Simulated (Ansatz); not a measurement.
## Phonons of SiC (Moissanite, P6_3mc) against volume

Aim: how do the optical modes of SiC (Moissanite, P6_3mc) move with volume?

Program: Ansatz 0.2.0. Level of theory: DFT LDA, scalar-relativistic, plane waves, PAW; PAW set soft_1. Results are calculated unless marked as measured.

Report form: the programs' logs are mostly left out.

## 1. Starting point

It takes space group P6_3mc (No. 186, hexagonal). Conventional cell: a = 3.076 Å, b = 3.076 Å, c = 5.048 Å, α = 90.00°, β = 90.00°, γ = 120.00°. Nearest to C lie 4 Si at 1.87 to 1.94 Å. Nearest to Si lie 4 C at 1.87 to 1.94 Å. Farther neighbours are not listed.

## 2. A rough relaxation first

A rough relaxation comes first, because large forces or stress need no tight tolerances yet.

File input.yaml:

```yaml
crystal:
  lattice:
    - [3.076, 0.0, 0.0]
    - [-1.538, 2.663894142, 0.0]
    - [0.0, 0.0, 5.048]
  atoms:
    - { symbol: C, position: [0.33333333, 0.66666667, 0.385] }
    - { symbol: C, position: [0.66666667, 0.33333333, 0.885] }
    - { symbol: Si, position: [0.33333333, 0.66666667, 0.0] }
    - { symbol: Si, position: [0.66666667, 0.33333333, 0.5] }
kpoints:
  mp_grid: { grid: [9, 9, 4] }
hamiltonian:
  xc: lda
  pseudopotentials: { kind: paw, azcp: { folder: soft_1 }, xc_functional: pbe }
scf:
  occupations: { method: gaussian, width: 0.1 }
output:
  forces: true
  stress: true
  eigenvalues: true
relax:
  adjacent_minimum: "off"
  f_tol: 0.05
  max_steps: 80
  cell: { stress_tol: 0.5 }
```

On the command line:

```bash
$ ansatz run input.yaml --threads 4 --pin off --max-ram 16384MiB --backend cpu --events-out ev --progress --plain --runs-dir out
```

It took 1.9 s on 4 threads of Intel Xeon 6975P-C (Granite Rapids), shared host; peak memory 0.36 GiB; 6.4 s of CPU time.

The steps of the relaxation:

```tsv
step	energy less that of the first step (eV)	largest force component (eV/Å)	pressure (GPa)	volume (Å³)
1	0.0000	0.7317	-3.97	41.36
2	-0.0293	0.4338	-1.82	40.95
3	-0.0421	0.1659	1.22	40.38
4	-0.0464	0.0018	0.04	40.58
5*	-0.0455	0.0017	0.00	40.58
```

Relaxation steps marked * repeat the geometry before them on a plane-wave basis chosen anew for their cell, so energy and pressure can jump there.

The run keeps the 12 symmetry operations that it works with, so distortions that break them were not tested.

```tsv
conventional cell, symmetrised	before	after	change
a (Å)	3.076	3.057	-0.6 %
b (Å)	3.076	3.057	-0.6 %
c (Å)	5.048	5.015	-0.7 %
volume (Å³/atom)	10.34	10.14	-1.9 %
```

The atoms that moved most (Å, as changes of fractional coordinates times the final cell):

```tsv
atom	dx	dy	dz	length
C2	0.000	0.000	-0.023	0.023
Si3	0.000	0.000	0.023	0.023
Si4	0.000	0.000	0.023	0.023
C1	0.000	0.000	-0.023	0.023
```

Final coordinates:

```xyz
4
Lattice="3.0567 0.0000 0.0000 -1.5283 2.6472 0.0000 0.0000 0.0000 5.0151" Properties=species:S:1:pos:R:3 pbc="T T T"
C     0.0000    1.7648    1.9079
C     1.5283    0.8824    4.4154
Si    0.0000    1.7648    0.0229
Si    1.5283    0.8824    2.5304
```

A gap read on the k-mesh alone can miss the band edges.

This step gave:

```yaml
pressure: 0.003655 GPa
gap_on_the_k_mesh: 2.135 eV
volume_per_atom: 10.14 Å³
```

In this step the volume went from 10.34 to 10.14 Å³/atom.

## 3. Relaxation

The cell and atoms are relaxed, since residual forces and stress would shift the frequencies.

input.yaml, the sections that differ from step 2:

```yaml
crystal:
  lattice:
    - [3.0566838269, 0.0, 0.0]
    - [-1.5283419135, 2.6471658454, 0.0]
    - [0.0, 0.0, 5.0150588832]
  atoms:
    - { symbol: C, position: [0.3333333333, 0.6666666667, 0.3804369878] }
    - { symbol: C, position: [0.6666666667, 0.3333333333, 0.8804369878] }
    - { symbol: Si, position: [0.3333333333, 0.6666666667, 0.0045630122] }
    - { symbol: Si, position: [0.6666666667, 0.3333333333, 0.5045630122] }
kpoints:
  mp_grid: { grid: [12, 12, 6] }
scf:
  occupations: { method: gaussian, width: 0.02 }
relax:
  adjacent_minimum: "off"
  f_tol: 0.005
  max_steps: 80
  cell: { stress_tol: 0.05 }
# hamiltonian, output: as in step 2
```

Wall time 1.9 s (4 threads); peak memory 0.42 GiB.

Little changed from the start: no atom moved by 0.005 Å and no cell edge by 0.1 %.

Numbers from this step:

| Quantity | Value |
| --- | --- |
| pressure | 0.002704 GPa |
| gap on the k-mesh | 2.130 eV |

In this step the volume went from 10.14 to 10.14 Å³/atom.

## 4. Tight relaxation

Phonons need small forces and stress, so the relaxation is finished with tight tolerances on 12×12×6 k points.

input.yaml, the sections that differ from step 3:

```yaml
crystal:
  lattice:
    - [3.0563073497, 0.0, 0.0]
    - [-1.5281536749, 2.6468398066, 0.0]
    - [0.0, 0.0, 5.016329206]
  atoms:
    - { symbol: C, position: [0.3333333333, 0.6666666667, 0.3803970945] }
    - { symbol: C, position: [0.6666666667, 0.3333333333, 0.8803970945] }
    - { symbol: Si, position: [0.3333333333, 0.6666666667, 0.0046029055] }
    - { symbol: Si, position: [0.6666666667, 0.3333333333, 0.5046029055] }
scf:
  occupations: { method: fixed }
relax:
  adjacent_minimum: "off"
  f_tol: 0.001
  max_steps: 60
  cell: { stress_tol: 0.01 }
# kpoints, hamiltonian, output: as in step 3
```

Run time: 1.7 s. Hardware: 4 threads; peak memory 0.41 GiB.

Little changed from the start: no atom moved by 0.005 Å and no cell edge by 0.1 %.

Numbers from this step:

- pressure: 0.001228 GPa
- gap on the k-mesh: 2.132 eV
- volume per atom: 10.15 Å³

The largest force component left is 0.61 meV/Å and the pressure is 0.001 GPa, within the tolerances set. The cell now holds 10.15 Å³/atom.

## 5. Modes at rest

The modes at rest are the reference of the series, and the response to a field gives the dielectric tensor and the Born charges.

input.yaml, the sections that differ from step 4:

```yaml
crystal:
  lattice:
    - [3.0564320082, 0.0, 0.0]
    - [-1.5282160041, 2.646947764, 0.0]
    - [0.0, 0.0, 5.0159470875]
  atoms:
    - { symbol: C, position: [0.3333333333, 0.6666666667, 0.3804078263] }
    - { symbol: C, position: [0.6666666667, 0.3333333333, 0.8804078263] }
    - { symbol: Si, position: [0.3333333333, 0.6666666667, 0.0045921737] }
    - { symbol: Si, position: [0.6666666667, 0.3333333333, 0.5045921737] }
output:
  eigenvalues: true
phonons:
  method: dfpt
  dielectric: true
  rigid_motions: translations
  raman: true
# kpoints, hamiltonian, scf: as in step 4
# relax: removed
```

Wall time 60 s (4 threads); peak memory 1.5 GiB.

Numbers from this step:

```yaml
sum_rule_residual_before_enforcement: 2.89e-5 eV/Å²
miss_of_the_charge_sum_rule: 0.005028 e
estimated_error_of_the_dielectric_tensor: 0.03188
estimated_error_of_the_born_charges: 0.02090 e
point_group: 6mm
highest_optical_mode_at_the_zone_centre_no_lo_to_term: 841.1 cm⁻¹
lowest_optical_zone_centre_mode: 258.0 cm⁻¹
mean_high_frequency_dielectric_constant: 7.009
largest_born_charge_third_of_the_trace: -2.760 e
mean_static_dielectric_constant: 10.53
top_of_the_zone_centre_spectrum_with_the_field: 972.4 cm⁻¹
```

Without the LO-TO term. Patterns of degenerate modes are one choice out of their space. The modes at Γ (shares of kinetic energy by element, %):

```tsv
mode	frequency (cm⁻¹)	symmetry	C %	Si %
1	0.0	acoustic	30	70
2	0.0	acoustic	30	70
3	0.0	acoustic	30	70
4	258.0	E2	26	74
5	258.0	E2	26	74
6	599.3	B1	0	100
7	767.9	E2	74	26
8	767.9	E2	74	26
9	771.3	A1	70	30
10	801.3	E1	70	30
11	801.3	E1	70	30
12	841.1	B1	100	0
```

Displacements in mode 5 (258.0 cm⁻¹), the largest set to 1:
```
C1  -0.92  0.00  0.00
C2   0.92  0.00  0.00
Si3  1.00  0.00  0.00
Si4 -1.00  0.00  0.00
```

Displacements in mode 8 (767.9 cm⁻¹), the largest set to 1:
```
C1  -1.00 -0.40  0.00
C2   1.00  0.40  0.00
Si3 -0.39 -0.15  0.00
Si4  0.39  0.15  0.00
```

Optical modes at the zone centre, without and with the macroscopic field of the longitudinal modes; each column is sorted by frequency, so a row need not hold one and the same mode. Modes with and without the field, by row:

```tsv
rank among optical modes	no field (cm⁻¹)	q along (1, 0, 0) (cm⁻¹)	q along (0, 0, 1) (cm⁻¹)
1	258	258	258
2	258	258	258
3	599.3	599.3	599.3
4	767.9	767.9	767.9
5	767.9	767.9	767.9
6	771.3	771.3	801.3
7	801.3	801.3	801.3
8	801.3	841.1	841.1
9	841.1	972.4	963.2
```

Born charge (rows field, columns displacement) (e), principal values of the symmetric part by kind of site:

```tsv
atom	atoms with these values	low	middle	high	mean
C1	2	-2.89	-2.69	-2.69	-2.76
Si3	2	2.69	2.69	2.89	2.76
```

In full for Si3:

```
2.69 0.00 0.00
0.00 2.69 0.00
0.00 0.00 2.89
```

High-frequency dielectric tensor:

```
6.89 0.00 0.00
0.00 6.89 0.00
0.00 0.00 7.24
```

Static dielectric tensor (ions relaxed, fixed cell):

```
10.15  0.00  0.00
 0.00 10.15  0.00
 0.00  0.00 11.30
```

Transverse modes. Lines of the infrared spectrum (strongest = 100):

```tsv
position (cm⁻¹)	label	relative intensity
258	E2	0.0
599	B1	0.0
768	E2	0.0
771	A1	58
801	E1	100
841	B1	0.0
```

Activity x (w_L - w)^4 (n + 1)/w, 532 nm, 300 K; modes without the macroscopic field alone. Lines of the Raman spectrum (strongest = 100):

```tsv
position (cm⁻¹)	label	relative intensity
258	E2	1.2
599	B1	0.0
768	E2	34
771	A1	100
801	E1	27
841	B1	0.0
```

Before it was imposed, the acoustic sum rule was missed by 2.9e-5 eV/Å² and the charge sum rule by 0.0050 e. Small misses are needed for a sound result but don't prove that mesh and cutoff are converged. The lowest optical mode is real, 258 cm⁻¹.

## 6. Relaxation of a member: 1.06 times the volume at rest

The cell is set to 1.06 times the volume at rest, and shape and atoms relax at that volume.

input.yaml, the sections that differ from step 5:

```yaml
crystal:
  lattice:
    - [3.1160195629, 0.0, 0.0]
    - [-1.5580097815, 2.6985521001, 0.0]
    - [0.0, 0.0, 5.1154982324]
  atoms:
    - { symbol: C, position: [0.3333333333, 0.6666666667, 0.3804304593] }
    - { symbol: C, position: [0.6666666667, 0.3333333333, 0.8804304593] }
    - { symbol: Si, position: [0.3333333333, 0.6666666667, 0.0045695407] }
    - { symbol: Si, position: [0.6666666667, 0.3333333333, 0.5045695407] }
output:
  forces: true
  stress: true
  eigenvalues: true
relax:
  adjacent_minimum: "off"
  f_tol: 0.001
  max_steps: 60
  cell: { stress_tol: 0.01, fix: [volume] }
# kpoints, hamiltonian, scf: as in step 5
# phonons: removed
```

Wall time 2.6 s (4 threads); peak memory 0.41 GiB; 9.5 s of CPU time.

Little changed from the start: no atom moved by 0.005 Å and no cell edge by 0.1 %.

Numbers from this step:

```yaml
pressure: -12.00 GPa
gap_on_the_k_mesh: 2.232 eV
volume_per_atom: 10.75 Å³
```

The largest force component left is 0.0080 meV/Å, at a pressure of -12.00 GPa.

## 7. Modes of this member: 1.06 times the volume at rest

The zone-centre modes follow for 1.06 times the volume at rest, with the response to a field.

input.yaml, the sections that differ from step 6:

```yaml
crystal:
  lattice:
    - [3.1158601144, 0.0, 0.0]
    - [-1.5579300572, 2.6984140137, 0.0]
    - [0.0, 0.0, 5.1160217984]
  atoms:
    - { symbol: C, position: [0.3333333333, 0.6666666667, 0.3804483041] }
    - { symbol: C, position: [0.6666666667, 0.3333333333, 0.8804483041] }
    - { symbol: Si, position: [0.3333333333, 0.6666666667, 0.0045516959] }
    - { symbol: Si, position: [0.6666666667, 0.3333333333, 0.5045516959] }
output:
  eigenvalues: true
phonons:
  method: dfpt
  dielectric: true
  rigid_motions: translations
# kpoints, hamiltonian, scf: as in step 6
# relax: removed
```

Elapsed: 17 s, on 4 threads; peak memory 0.8 GiB; 62 s of CPU time.

This step gave:

```yaml
sum_rule_residual_before_enforcement: 5.00e-5 eV/Å²
miss_of_the_charge_sum_rule: 0.001400 e
estimated_error_of_the_dielectric_tensor: 0.02229
estimated_error_of_the_born_charges: 0.01101 e
highest_optical_mode_at_the_zone_centre_no_lo_to_term: 786.7 cm⁻¹
lowest_optical_zone_centre_mode: 259.3 cm⁻¹
mean_high_frequency_dielectric_constant: 7.169
largest_born_charge_third_of_the_trace: -2.712 e
mean_static_dielectric_constant: 10.84
top_of_the_zone_centre_spectrum_with_the_field: 912.4 cm⁻¹
```

Without the LO-TO term. Patterns of degenerate modes are one choice out of their space. The modes at Γ (shares of kinetic energy by element, %):

```tsv
mode	frequency (cm⁻¹)	symmetry	C %	Si %
1	0.0	acoustic	30	70
2	0.0	acoustic	30	70
3	0.0	acoustic	30	70
4	259.3	E2	26	74
5	259.3	E2	26	74
6	565.2	B1	1	99
7	709.5	E2	74	26
8	709.5	E2	74	26
9	720.7	A1	70	30
10	749.6	E1	70	30
11	749.6	E1	70	30
12	786.7	B1	99	1
```

Transverse modes. Lines of the infrared spectrum (strongest = 100):

```tsv
position (cm⁻¹)	label	relative intensity
259	E2	0.0
565	B1	0.0
710	E2	0.0
721	A1	58
750	E1	100
787	B1	0.0
```

Without the LO-TO term the lowest optical mode is real, 259 cm⁻¹, and the highest lies at 786.7 cm⁻¹.

Between step 5 and this run (volume ratio 1.06) the value for the mean high-frequency dielectric constant moves from 7.01 to 7.17 (+2 %).

## 8. A member of the series: 0.9 times the volume at rest

The cell is set to 0.9 times the volume at rest, and shape and atoms relax at that volume.

input.yaml, the sections that differ from step 7:

```yaml
crystal:
  lattice:
    - [2.9516744123, 0.0, 0.0]
    - [-1.4758372062, 2.5562250247, 0.0]
    - [0.0, 0.0, 4.8404755788]
  atoms:
    - { symbol: C, position: [0.3333333333, 0.6666666667, 0.3803872372] }
    - { symbol: C, position: [0.6666666667, 0.3333333333, 0.8803872372] }
    - { symbol: Si, position: [0.3333333333, 0.6666666667, 0.0046127628] }
    - { symbol: Si, position: [0.6666666667, 0.3333333333, 0.5046127628] }
output:
  forces: true
  stress: true
  eigenvalues: true
relax:
  adjacent_minimum: "off"
  f_tol: 0.001
  max_steps: 60
  cell: { stress_tol: 0.01, fix: [volume] }
# kpoints, hamiltonian, scf: as in step 7
# phonons: removed
```

Elapsed: 2.3 s, on 4 threads; peak memory 0.41 GiB.

Little changed from the start: no atom moved by 0.005 Å and no cell edge by 0.1 %.

Numbers from this step:

| Quantity | Value |
| --- | --- |
| pressure | 29.77 GPa |
| gap on the k-mesh | 1.940 eV |
| volume per atom | 9.131 Å³ |

The largest force component left is 0.074 meV/Å, at a pressure of 29.77 GPa.

## 9. Modes of this member: 0.9 times the volume at rest

The zone-centre modes follow for 0.9 times the volume at rest, with the response to a field.

input.yaml, the sections that differ from step 8:

```yaml
crystal:
  lattice:
    - [2.951912862, 0.0, 0.0]
    - [-1.475956431, 2.5564315282, 0.0]
    - [0.0, 0.0, 4.8396936021]
  atoms:
    - { symbol: C, position: [0.3333333333, 0.6666666667, 0.3803947596] }
    - { symbol: C, position: [0.6666666667, 0.3333333333, 0.8803947596] }
    - { symbol: Si, position: [0.3333333333, 0.6666666667, 0.0046052404] }
    - { symbol: Si, position: [0.6666666667, 0.3333333333, 0.5046052404] }
output:
  eigenvalues: true
phonons:
  method: dfpt
  dielectric: true
  rigid_motions: translations
# kpoints, hamiltonian, scf: as in step 8
# relax: removed
```

Run time: 14 s. Hardware: 4 threads; peak memory 0.75 GiB; 52 s of CPU time.

Numbers from this step:

| Quantity | Value |
| --- | --- |
| sum-rule residual before enforcement | 1.30e-4 eV/Å² |
| miss of the charge sum rule | 8.93e-4 e |
| estimated error of the dielectric tensor | 0.02117 |
| estimated error of the Born charges | 0.01147 e |
| highest optical mode at the zone centre (no LO-TO term) | 951.6 cm⁻¹ |
| lowest optical zone-centre mode | 251.0 cm⁻¹ |
| mean high-frequency dielectric constant | 6.790 |
| largest Born charge (third of the trace) | -2.841 e |
| mean static dielectric constant | 10.05 |
| top of the zone-centre spectrum with the field | 1088 cm⁻¹ |

Without the LO-TO term. Patterns of degenerate modes are one choice out of their space. The modes at Γ (shares of kinetic energy by element, %):

```tsv
mode	frequency (cm⁻¹)	symmetry	C %	Si %
1	0.0	acoustic	30	70
2	0.0	acoustic	30	70
3	0.0	acoustic	30	70
4	251.0	E2	27	73
5	251.0	E2	27	73
6	654.2	B1	1	99
7	870.0	A1	70	30
8	881.9	E2	73	27
9	881.9	E2	73	27
10	903.3	E1	70	30
11	903.3	E1	70	30
12	951.6	B1	99	1
```

Transverse modes. Infrared lines, with heights relative to the strongest:

```tsv
position (cm⁻¹)	label	relative intensity
251	E2	0.0
654	B1	0.0
870	A1	58
882	E2	0.0
903	E1	100
952	B1	0.0
```

Without the LO-TO term the lowest optical mode is real, 251 cm⁻¹, and the highest lies at 951.6 cm⁻¹.

For the mean high-frequency dielectric constant, step 5 gave 7.01; this run, with volume ratio 0.9, gives 6.79 (-3 %).

## 10. The series together

The members are set side by side, also those not shown above.

Each row is one cell with its response, relaxed at fixed volume as far as symmetry leaves anything free; energies are extrapolated to zero smearing, and E0 is that at rest; the axis is the Cartesian z axis of the cell; shape and atoms are relaxed in each cell where symmetry leaves them free. State of the crystal along the series:

```tsv
volume ratio	V (Å³/atom)	pressure (GPa)	E - E0 (meV/atom)	first cell vector (Å)	third cell vector (Å)	gap on mesh (eV)	ε∞ along the axis	ε∞ across the axis, mean	ε0 along the axis	ε0 across the axis, mean	largest Born charge in size, a third of the trace (e)	top mode with the field, highest of q along x, y and z (cm⁻¹)
0.9	9.13	29.77	86.59	2.952	4.84	1.94	7.037	6.666	10.81	9.677	2.841	1088
0.92	9.333	22.59	53.52	2.973	4.876	1.98	7.073	6.706	10.9	9.768	2.825	1063
0.94	9.536	16.09	29.09	2.995	4.912	2.02	7.112	6.748	11	9.86	2.808	1039
0.96	9.739	10.2	12.5	3.015	4.947	2.058	7.154	6.793	11.09	9.954	2.792	1016
0.98	9.942	4.851	3.025	3.036	4.982	2.095	7.199	6.839	11.2	10.05	2.776	994
0.99	10.04	2.367	0.7506	3.046	4.999	2.113	7.222	6.863	11.25	10.1	2.768	983.1
1	10.14	0.001228	0	3.056	5.016	2.132	7.244	6.892	11.3	10.15	2.76	972.4
1.02	10.35	-4.397	2.828	3.076	5.05	2.166	7.298	6.939	11.41	10.24	2.744	951.8
1.04	10.55	-8.385	10.97	3.096	5.083	2.2	7.353	6.992	11.52	10.34	2.728	931.8
1.06	10.75	-12	23.91	3.116	5.116	2.232	7.41	7.048	11.63	10.44	2.712	912.4
```

Without the LO-TO term; each mode is tracked from rest by its pattern, and modes that stay within 0.3 cm⁻¹ of each other stand once; shape and atoms are relaxed in each cell where symmetry leaves them free. Optical modes along the series:

```tsv
V (Å³/atom)	mode 4 E2 (cm⁻¹)	mode 6 B1 (cm⁻¹)	mode 7 E2 (cm⁻¹)	mode 9 A1 (cm⁻¹)	mode 10 E1 (cm⁻¹)	mode 12 B1 (cm⁻¹)
9.13	251	654.2	881.9	870	903.3	951.6
9.333	252.9	643.4	857.2	848.6	881.1	927.4
9.536	254.6	632.5	833.5	828.1	859.9	904.3
9.739	256	621.5	810.7	808.4	839.5	882.2
9.942	257.1	610.5	788.9	789.5	820	861.1
10.04	257.6	604.9	778.3	780.3	810.6	851
10.14	258	599.3	767.9	771.3	801.3	841.1
10.35	258.6	588.1	747.7	753.8	783.4	822
10.55	259	576.7	728.2	736.9	766.1	803.9
10.75	259.3	565.2	709.5	720.7	749.6	786.7
```

From cubic fits (parabolas where under five rows exist) of ln ω and P against ln V through the rows within about 4 % of rest: γ = −d ln ω / d ln V and dω/dP = γ ω / B. Slopes at rest:

```tsv
mode	fitted frequency at rest (cm⁻¹)	Grüneisen parameter γ	dω/dP (cm⁻¹/GPa)
mode 4 E2	258	-0.15	-0.16
mode 6 B1	599.3	0.93	2.43
mode 7 E2	767.9	1.34	4.46
mode 9 A1	771.3	1.16	3.87
mode 10 E1	801.3	1.14	3.97
mode 12 B1	841.1	1.16	4.24
```

## 11. Summary of results

| Item | Value |
| --- | --- |
| members | 10 |
| highest optical mode at the zone centre (no LO-TO term), at rest | 841.1 cm⁻¹ |
| bulk modulus at rest | 231 GPa |
| mode 7 E2, γ | 1.34 |
| mode 9 A1, γ | 1.16 |
| mode 10 E1, γ | 1.14 |
| mode 12 B1, γ | 1.16 |

In words: The series spans -12.0 to 29.8 GPa, and the slope at rest gives a bulk modulus of 231 GPa. Among the modes in the table of slopes γ runs from -0.15 (mode 4 E2) to 1.34 (mode 7 E2). A negative γ means that the mode softens under pressure. ε∞ along z is 7.24 at rest, with d ln ε∞ / d ln V = 0.34. One k mesh and one cutoff serve the ground states and modes of all volumes; the field response picks its own mesh. These are harmonic frequencies at zero temperature: anharmonic shifts, linewidths and thermal expansion are left out. The PAW files were made for PBE; the program adapts parts of them to the functional of the run, but their partial waves stay those of PBE, an approximation that was not tested in this session. Only the zone centre was solved, so an instability at another wavevector cannot show here.

[Logs are printed without paths, hosts, clocks, repeated set-up lines and the standing remarks that a program may print on its own settings, such as how far it seeks lower states.]

[Hosts, paths, dates, database ids (printed as entryN), source tags and the programs' standing remarks are cut or masked in the printed files.]
